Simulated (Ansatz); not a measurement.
# Lattice dynamics of Ta2CF2 monolayer, part 2 of 3

Task: relax Ta2CF2 monolayer, then find its harmonic phonons.

Ansatz 0.2.0; DFT PBE, scalar-relativistic, plane waves, PAW; PAW set soft_1.

So far. Step 2 (Rough relaxation): The program solves this slab on a cell height of its own, 33.2 Å, in place of the one typed.

### 4. Relaxing to small forces for the phonons

Phonons need a cell at rest on their own settings, so the relaxation is repeated with tight tolerances on forces and stress on the k mesh and occupations of the first response run.

Input file input.yaml:

```yaml
crystal:
  lattice:
    - [3.206453187, 0.0, 0.0]
    - [-1.6032265935, 2.776869916, 0.0]
    - [0.0, 0.0, 33.2]
  atoms:
    - { symbol: C, position: [0.0, 0.0, 0.3012048193] }
    - { symbol: Ta, position: [0.3333333333, 0.6666666667, 0.3339822553] }
    - { symbol: Ta, position: [0.6666666667, 0.3333333333, 0.2684273832] }
    - { symbol: F, position: [0.6666666667, 0.3333333333, 0.376157653] }
    - { symbol: F, position: [0.3333333333, 0.6666666667, 0.2262519855] }
  periodic: [true, true, false]
kpoints:
  mp_grid: { grid: [12, 12, 1] }
hamiltonian:
  xc: pbe
  pseudopotentials: { kind: paw, azcp: { folder: soft_1 } }
scf:
  occupations: { method: methfessel_paxton, width: 0.2 }
output:
  forces: true
  stress: true
  eigenvalues: true
  write_density: true
  write_potential: true
  elf: true
  volumetric_format: npy
relax:
  adjacent_minimum: "off"
  f_tol: 0.001
  max_steps: 60
  cell: { stress_2d_tol: 0.002 }
```

On the command line:

```sh
> ansatz run input.yaml --threads 4 --pin off --max-ram 16384MiB --backend cpu --events-out ev --progress --plain --runs-dir out
```

Numbers of over 12 decimals in the logs are rounded to 6 here.

The program printed:

```text
[...]
Crystal: 5 atoms, lattice volume = 295.610 Å³
Basis set: ecut = 420 eV, 5871 PW (Γ), exchange–correlation on 48×48×450 points (8 copies of the dense FFT grid, shifted against one another)
Bands: 27, of which v1, the nominal top of the filled ones, is band 22 counted from 1 (21 counted from 0)
Symmetry: 12 space group operations
[...]
k-points: 19 of 144
[...]
cell:  # Å, volume = 295.4861 Å³
    - [3.205784, 0.0, 0]
    - [-1.602892, 2.776290, 0]
    - [0, 0, 33.2]
  atoms:
    - { symbol: C, position: [0, 0, 0.30120481926] }
    - { symbol: Ta, position: [0.333333, 0.666667, 0.333994] }
    - { symbol: Ta, position: [0.666667, 0.333333, 0.268416] }
    - { symbol: F, position: [0.666667, 0.333333, 0.376182] }
    - { symbol: F, position: [0.333333, 0.666667, 0.226227] }
[key lines of the parts left out:]
SCF converged after 7 iterations
Free energy (F): -21736.436297 eV
Fermi energy:    -3.802691 eV
P = ½ c Tr σ = 0.0004 N/m
```

Run time: 19 s. Hardware: 4 threads of Arm Neoverse V1, shared host; peak memory 0.68 GiB; 73 s of CPU time.

Little changed from the start: no atom moved by 0.005 Å and no cell edge by 0.1 %.

This step gave:

```yaml
area_per_atom: 1.78 Å²
```

ELF in the ac plane at fractional y = 0.333, with atoms of Ta and F within 0.2 Å of it. It is the smooth field of the valence electrons, not physical close to the nuclei.

Ten even steps from '_' (0.00) to '@' (0.70), each cell a mean:
```
__________________________________
__________________________________
__________________________________
__________________________________
__________________________________
__________________________________
__________________________________
__________________________________
__________________________________
__________________________________
__________________________________
__________________________________
__________________________________
____________________......________
--________..==##%%@@@@@@@@@@@@%%**
::::------::::--++**********++==--
++++******++++====================
::--====--::::++%%@@%%**##@@@@%%==
--==++**++==--......::::::::......
__..........______________________
__________________________________
__________________________________
__________________________________
__________________________________
```
Columns run along a (3.2 Å), rows up along c (33.2 Å). Atoms in or near the plane, at fractional coordinates: Ta at (0.67, 0.27), F at (0.67, 0.38).

Valence density in the ac plane at fractional y = 0.333, with atoms of Ta and F within 0.2 Å of it. It is the smooth field of the valence electrons, not physical close to the nuclei.

Ten steps, logarithmic in the rise over the least value, from '_' (0.00 × 1e0 e/Å³) to '@' (5.13 × 1e0 e/Å³), each cell a mean:
```
__________________________________
__________________________________
__________________________________
__________________________________
__________________________________
__________________________________
__________________________________
__________________________________
__________________________________
__________________________________
__________________________________
__________________________________
__________________________________
__________________________________
::..____....::==++##@@@@@@%%##++--
======++========++**##%%%%##**====
++++++++++++========++++++++======
======--====++**%%@@@@@@@@@@%%##++
--------------::----========--::::
__________________________________
__________________________________
__________________________________
__________________________________
__________________________________
```
Columns run along a (3.2 Å), rows up along c (33.2 Å). Atoms in or near the plane, at fractional coordinates: Ta at (0.67, 0.27), F at (0.67, 0.38).

Electrostatic potential energy in the ac plane at fractional y = 0.333, with atoms of Ta and F within 0.2 Å of it. With pseudopotentials it is smooth inside the atoms' cores, unlike the true potential.

Ten even steps from '_' (-32 eV) to '@' (0 eV), each cell a mean:
```
@@@@@@@@@@@@@@@@@@@@@@@@@@@@@@@@@@
@@@@@@@@@@@@@@@@@@@@@@@@@@@@@@@@@@
@@@@@@@@@@@@@@@@@@@@@@@@@@@@@@@@@@
@@@@@@@@@@@@@@@@@@@@@@@@@@@@@@@@@@
@@@@@@@@@@@@@@@@@@@@@@@@@@@@@@@@@@
@@@@@@@@@@@@@@@@@@@@@@@@@@@@@@@@@@
@@@@@@@@@@@@@@@@@@@@@@@@@@@@@@@@@@
@@@@@@@@@@@@@@@@@@@@@@@@@@@@@@@@@@
@@@@@@@@@@@@@@@@@@@@@@@@@@@@@@@@@@
@@@@@@@@@@@@@@@@@@@@@@@@@@@@@@@@@@
@@@@@@@@@@@@@@@@@@@@@@@@@@@@@@@@@@
@@@@@@@@@@@@@@@@@@@@@@@@@@@@@@@@@@
@@@@@@@@@@@@@@@@@@@@@@@@@@@@@@@@@@
@@@@@@@@@@@@@@@@@@@@@@@@@@@@@@@@@@
@@@@@@@@@@@@@@@@##++==--====++%%@@
**++++++++++**####++++++++++**####
****++++******####************####
++##%%%%##**++..________________--
%%%%@@@@@@%%%%%%##**********####%%
@@@@@@@@@@@@@@@@@@@@@@@@@@@@@@@@@@
@@@@@@@@@@@@@@@@@@@@@@@@@@@@@@@@@@
@@@@@@@@@@@@@@@@@@@@@@@@@@@@@@@@@@
@@@@@@@@@@@@@@@@@@@@@@@@@@@@@@@@@@
@@@@@@@@@@@@@@@@@@@@@@@@@@@@@@@@@@
```
Columns run along a (3.2 Å; values clipped at the 3rd and 97th percentile), rows up along c (33.2 Å). Atoms in or near the plane, at fractional coordinates: Ta at (0.67, 0.27), F at (0.67, 0.38).

The largest force component left is 0.22 meV/Å, within the tolerances set.

### 5. Modes at Γ

The zone centre comes first: it holds the modes that light can see, as far as symmetry allows. No field response is asked, since the mesh shows no gap.

input.yaml, the sections that differ from step 4:

```yaml
crystal:
  lattice:
    - [3.2057835833, 0.0, 0.0]
    - [-1.6028917917, 2.7762900222, 0.0]
    - [0.0, 0.0, 33.2]
  atoms:
    - { symbol: C, position: [0.0, 0.0, 0.3012048193] }
    - { symbol: Ta, position: [0.3333333333, 0.6666666667, 0.3339935188] }
    - { symbol: Ta, position: [0.6666666667, 0.3333333333, 0.2684161197] }
    - { symbol: F, position: [0.6666666667, 0.3333333333, 0.3761822113] }
    - { symbol: F, position: [0.3333333333, 0.6666666667, 0.2262274272] }
  periodic: [true, true, false]
output:
  eigenvalues: true
phonons:
  method: dfpt
# kpoints, hamiltonian, scf: as in step 4
# relax: removed
```

The program printed:

```text
Warning: crystal.symmetry: narrowed to the stabiliser of the run's FFT grids — unitary ops 12 → 6. A phonons.method: dfpt run fills in the rows of the dynamical matrix that it does not solve by its symmetry operations, which is exact only for operations that map its FFT grids onto themselves: filled in by any other, the frequencies could depend on the order in which like atoms are typed, or, by more than the grids' own error, on where the crystal sits among the grids' points. Excluded: 6 operations. The run can therefore solve more perturbations, solve them on more k-points, or both, and cost more. [rest of the remark cut]
[...]
Crystal: 5 atoms, lattice volume = 295.486 Å³
Basis set: ecut = 420 eV, 5847 PW (Γ), exchange–correlation on 48×48×450 points (8 copies of the dense FFT grid, shifted against one another)
Bands: 27, of which v1, the nominal top of the filled ones, is band 22 counted from 1 (21 counted from 0)
Symmetry: 12 space group operations
k-points: 43 of 144 (irreducible under 2 space group operations, time reversal used)
[...]
SCF iter   1: F=—  HF=-21741.039159 eV  |F-HF|=—  |Δ(HF+E_count)|=         —  Δρ=5.78e-2  dr2=1.71e1  ethr=3.10e-3  ⟨swp⟩=10.7  Hψ=8018  notcnv=0
[...]
SCF iter  12: F=-21736.436297 eV  HF=-21736.436297 eV  |F-HF|=6.55e-11  |Δ(HF+E_count)|=  7.82e-10  S|Δr|=    0.00e0  Δρ=2.22e-8  dr2=9.85e-13  ethr=1.00e-12  ⟨swp⟩=19.0  Hψ=11270  notcnv=0
SCF 1 converged in 12 iterations: F = -21736.436297 eV  dr2 = 9.85e-13
[...]
DFPT response loops at Γ: preconditioner auto → none (partly filled bands, converged f_vac=0.776); β = 0.50; Broyden in place of MSR1
SCF converged after 12 iterations
[...]
Free energy (F): -21736.436297 eV
[...]
Internal energy: -21736.435320 eV  (E = F + TS)
E sigma→0 (E₀):  -21736.436053 eV
Entropy (-TS):   -0.000978 eV (-0.196 meV/atom)
Fermi energy:    -3.802691 eV
[...]
--- Band table (eV; the first three rows and the last of 43) ---
  k-point 0: bands = [... 18 lower, -8.9745, -8.9745, -5.5773, -5.5773, -4.3416, -3.2711, -2.4820, -2.4820, ... 1 higher]
  k-point 1: bands = [... 18 lower, -9.1847, -9.0063, -5.8088, -5.4190, -4.3077, -2.9588, -2.7084, -2.5271, ... 1 higher]
  k-point 2: bands = [... 18 lower, -9.4903, -9.0568, -6.3080, -4.9704, -4.2447, -3.0777, -2.5608, -2.3806, ... 1 higher]
  k-point 42: bands = [... 18 lower, -9.7141, -8.9469, -5.7314, -5.4553, -2.5155, -2.2615, -1.8119, -0.9275, ... 1 higher]
--- Phonons (Γ-DFPT): 10 representative perturbations + reference, on 43 of 144 k-points (Σ response iterations 52) ---
  ASR residual: 4.414e-5 → 0.000e0 eV/Å²; symmetrization residual: 2.925e-5 eV/Å²
  The last average, over the group as it would stand without the narrowing to the FFT grids, took up to 5.314e-6 eV/Å² of the zone centre's force constants
  ASR residual per site (eV/Å²): 4.41e-5 1.34e-5 1.56e-5 1.91e-5 1.51e-5
  Γ frequencies (cm⁻¹): 0.00 0.00 0.00 145.42 145.42 171.85 171.85 189.56 189.56 205.40 382.38 410.69 563.99 762.29 762.29
  non-analytic LO–TO correction: not included (Born effective charges unavailable; polar crystals: no LO–TO splitting at Γ)
```

Run time: 2.4 min. Hardware: 4 threads; peak memory 1.5 GiB; 9.4 min of CPU time.

Numbers from this step:

| Quantity | Value |
| --- | --- |
| sum-rule residual before enforcement | 4.41e-5 eV/Å² |
| point group | -3m |
| highest optical mode at the zone centre (no LO-TO term) | 762.3 cm⁻¹ |
| lowest optical zone-centre mode | 145.4 cm⁻¹ |

Patterns of degenerate modes are one choice out of their space. The modes at Γ (shares of kinetic energy by element, %):

| mode | frequency (cm⁻¹) | symmetry | C % | Ta % | F % |
| --- | --- | --- | --- | --- | --- |
| 1 | 0.0 | acoustic | 3 | 88 | 9 |
| 2 | 0.0 | acoustic | 3 | 88 | 9 |
| 3 | 0.0 | acoustic | 3 | 88 | 9 |
| 4 | 145.4 | Eg | 0 | 93 | 7 |
| 5 | 145.4 | Eg | 0 | 93 | 7 |
| 6 | 171.8 | Eu | 0 | 9 | 91 |
| 7 | 171.8 | Eu | 0 | 9 | 91 |
| 8 | 189.6 | Eg | 0 | 7 | 93 |
| 9 | 189.6 | Eg | 0 | 7 | 93 |
| 10 | 205.4 | A1g | 0 | 80 | 20 |
| 11 | 382.4 | A2u | 0 | 10 | 90 |
| 12 | 410.7 | A1g | 0 | 20 | 80 |
| 13 | 564.0 | A2u | 97 | 2 | 1 |
| 14 | 762.3 | Eu | 97 | 3 | 0 |
| 15 | 762.3 | Eu | 97 | 3 | 0 |

Displacements in mode 4 (145.4 cm⁻¹), the largest set to 1:
```
C1   0.00  0.00  0.00
Ta2 -0.88 -1.00  0.00
Ta3  0.88  1.00  0.00
F4  -0.73 -0.83  0.00
F5   0.73  0.83  0.00
```

Displacements in mode 13 (564.0 cm⁻¹), the largest set to 1:
```
C1   0.00  0.00  1.00
Ta2  0.00  0.00 -0.03
Ta3  0.00  0.00 -0.03
F4   0.00  0.00 -0.06
F5   0.00  0.00 -0.06
```

Before it was imposed, the acoustic sum rule was missed by 4.4e-5 eV/Å². Small misses are needed for a sound result but don't prove that mesh and cutoff are converged. The lowest optical mode is real, 145 cm⁻¹.

(Part 2 of 3 ends here.)

[Logs are printed without paths, hosts, clocks, repeated set-up lines and the standing remarks that a program may print on its own settings, such as how far it seeks lower states.]

[Hosts, paths, dates, database ids (printed as entryN), source tags and the programs' standing remarks are cut or masked in the printed files.]
